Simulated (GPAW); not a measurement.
Consider SnO2 (R-3m).

```cif
data_structure
_symmetry_space_group_name_H-M 'P 1'
_symmetry_Int_Tables_number 1
_cell_length_a 5.1510
_cell_length_b 5.1510
_cell_length_c 5.1510
_cell_angle_alpha 36.594
_cell_angle_beta 36.594
_cell_angle_gamma 36.594
_cell_volume 43.49
loop_
_atom_site_label
_atom_site_type_symbol
_atom_site_fract_x
_atom_site_fract_y
_atom_site_fract_z
_atom_site_occupancy
Sn1 Sn 0.50000 0.50000 0.50000 1
O2 O 0.76283 0.76283 0.76283 1
O3 O 0.23717 0.23717 0.23717 1
```

Absorber: atom 1, with 6 O at 2.13 Å (distorted octahedral, site symmetry -3m). Method: GPAW, LDA, full core hole (charged cell), 12-atom cell with 6.1 Å between holes, 4×4×4 k points, dipole transitions, Gaussian full width 8.49 eV.

Question: Predict the near-edge structure at the Sn K edge.

Main maxima up to 29 eV above the zero (height): 7.2 eV (1.61). A K edge sees empty p states on the absorber. 

The Sn K spectrum (energy from the lowest empty level; intensity scaled to a mean of 1 over the first 20 eV; polarised curves are means over the symmetry-equivalent atoms):

```
E (eV)  isotropic  ε ⊥ c  ε ∥ c
  -2.0       0.14   0.09   0.25
  -1.0       0.24   0.16   0.39
   0.0       0.38   0.28   0.59
   1.0       0.56   0.44   0.81
   2.0       0.78   0.64   1.04
   3.0       1.01   0.89   1.26
   4.0       1.23   1.14   1.42
   5.0       1.43   1.39   1.50
   6.0       1.55   1.58   1.50
   7.0       1.61   1.70   1.42
   8.0       1.58   1.72   1.30
   9.0       1.48   1.65   1.15
  10.0       1.34   1.50   1.01
  11.0       1.17   1.30   0.90
  12.0       1.00   1.10   0.81
  13.0       0.86   0.91   0.76
  14.0       0.74   0.75   0.72
  15.0       0.66   0.65   0.70
  16.0       0.62   0.59   0.68
  17.0       0.60   0.57   0.65
  18.0       0.59   0.57   0.63
  19.0       0.60   0.59   0.61
  20.0       0.60   0.61   0.59
  21.0       0.61   0.62   0.57
  22.0       0.60   0.62   0.56
  23.0       0.59   0.60   0.56
  24.0       0.57   0.57   0.56
  25.0       0.54   0.53   0.56
  26.0       0.52   0.49   0.57
  27.0       0.49   0.45   0.57
  28.0       0.47   0.42   0.58
  29.0       0.46   0.39   0.58
  30.0       0.45   0.38   0.58
  31.0       0.44   0.38   0.57
  32.0       0.45   0.38   0.57
```

The script folds with a Gaussian, whereas the core hole's own line is a Lorentzian, so the onset is too steep and the first peak too high. The holes are only 6.1 Å apart, so the shape is probably not converged with cell size; no larger cell was run here. Lifetime broadening is put in by hand, and intensities beyond about 20 eV depend on it and on the partial waves; weight that the partial waves miss at high energy is lost. The structure is a computed Materials Project entry and may be a hypothetical form.

[Banner, clock and machine lines of the logs are left out without a mark of their own.]

[Logs are printed without paths, hosts, clocks, repeated set-up lines and the standing remarks that a program may print on its own settings, such as how far it seeks lower states.]

[Hosts, paths, dates, database ids (printed as entryN), source tags and the programs' standing remarks are cut or masked in the printed files.]

[Lists of maxima count a maximum above −3 eV only where it reaches 4 % of the highest in the window and stands out from its surroundings by 2 % of it (1.5 % where it reaches 55 %); shoulders and weaker maxima are passed over, and of the rest the first, up to two pre-edge ones and the few strongest are named.]
